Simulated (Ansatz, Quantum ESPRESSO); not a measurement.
## Hf [001], hcp: pulling along c

The c axis is held at a set length while the cell relaxes sideways. How do the lateral strain and the stress follow? The strained cell has c along the load; unstrained it is a = 3.1629 Å, b = 3.1629 Å, c = 5.0017 Å, α = 90.00°, β = 90.00°, γ = 120.00°, with 2 atoms.

Calculated with Quantum ESPRESSO 7.5, PBEsol, GBRV 1.5 ultrasoft potentials, cutoff 680 eV, Fermi–Dirac smearing 0.05 eV, k-mesh 16×16×9, no spin polarisation, no spin-orbit coupling.

Relaxed positions at 0 %:

```csv
atom,x,y,z
Hf,0.3333,0.6667,0.7500
Hf,0.6667,0.3333,0.2500
```

```csv
ε_c (%),a (Å),c (Å),ε_a (%),"σ (GPa, tension positive)"
−3,3.1900,4.8516,0.858,−5.26
−2,3.1806,4.9017,0.561,−3.42
0,3.1629,5.0017,0.000,0.02
1,3.1543,5.0517,−0.272,1.59
2,3.1459,5.1017,−0.537,3.11
3,3.1376,5.1517,−0.798,4.60
```

**Question.** Fit both responses and give the free strain and the stress at −1 %, a row left out above.

Least squares with y = y0 + y1 ε + y2 ε² (ε in %) gives ε_a = 0.000 + (−0.2755) ε + (0.0033) ε² and σ = 0.00 + (1.640) ε + (−0.037) ε² GPa. The linear terms put the ratio of free to applied strain at −0.276 and the Young modulus at 164 GPa.

At −1 % the free strain comes out as 0.278 %. The run itself gives 0.274 %, so the estimate misses by 0.004 %; the fitted rows themselves lie up to 0.003 % off the law.

The stress comes out as −1.68 GPa. The run itself gives −1.66 GPa, so the estimate misses by 0.02 GPa; the fitted rows themselves lie up to 0.02 GPa off the law.

The negative ε² term means that the crystal stiffens in compression and softens in tension.

The same fit over all rows at other levels or in other programs gives the strain ratio = −0.279 with PBEsol (Ansatz).

[Logs are printed without paths, hosts, clocks, repeated set-up lines and the standing remarks that a program may print on its own settings, such as how far it seeks lower states.]
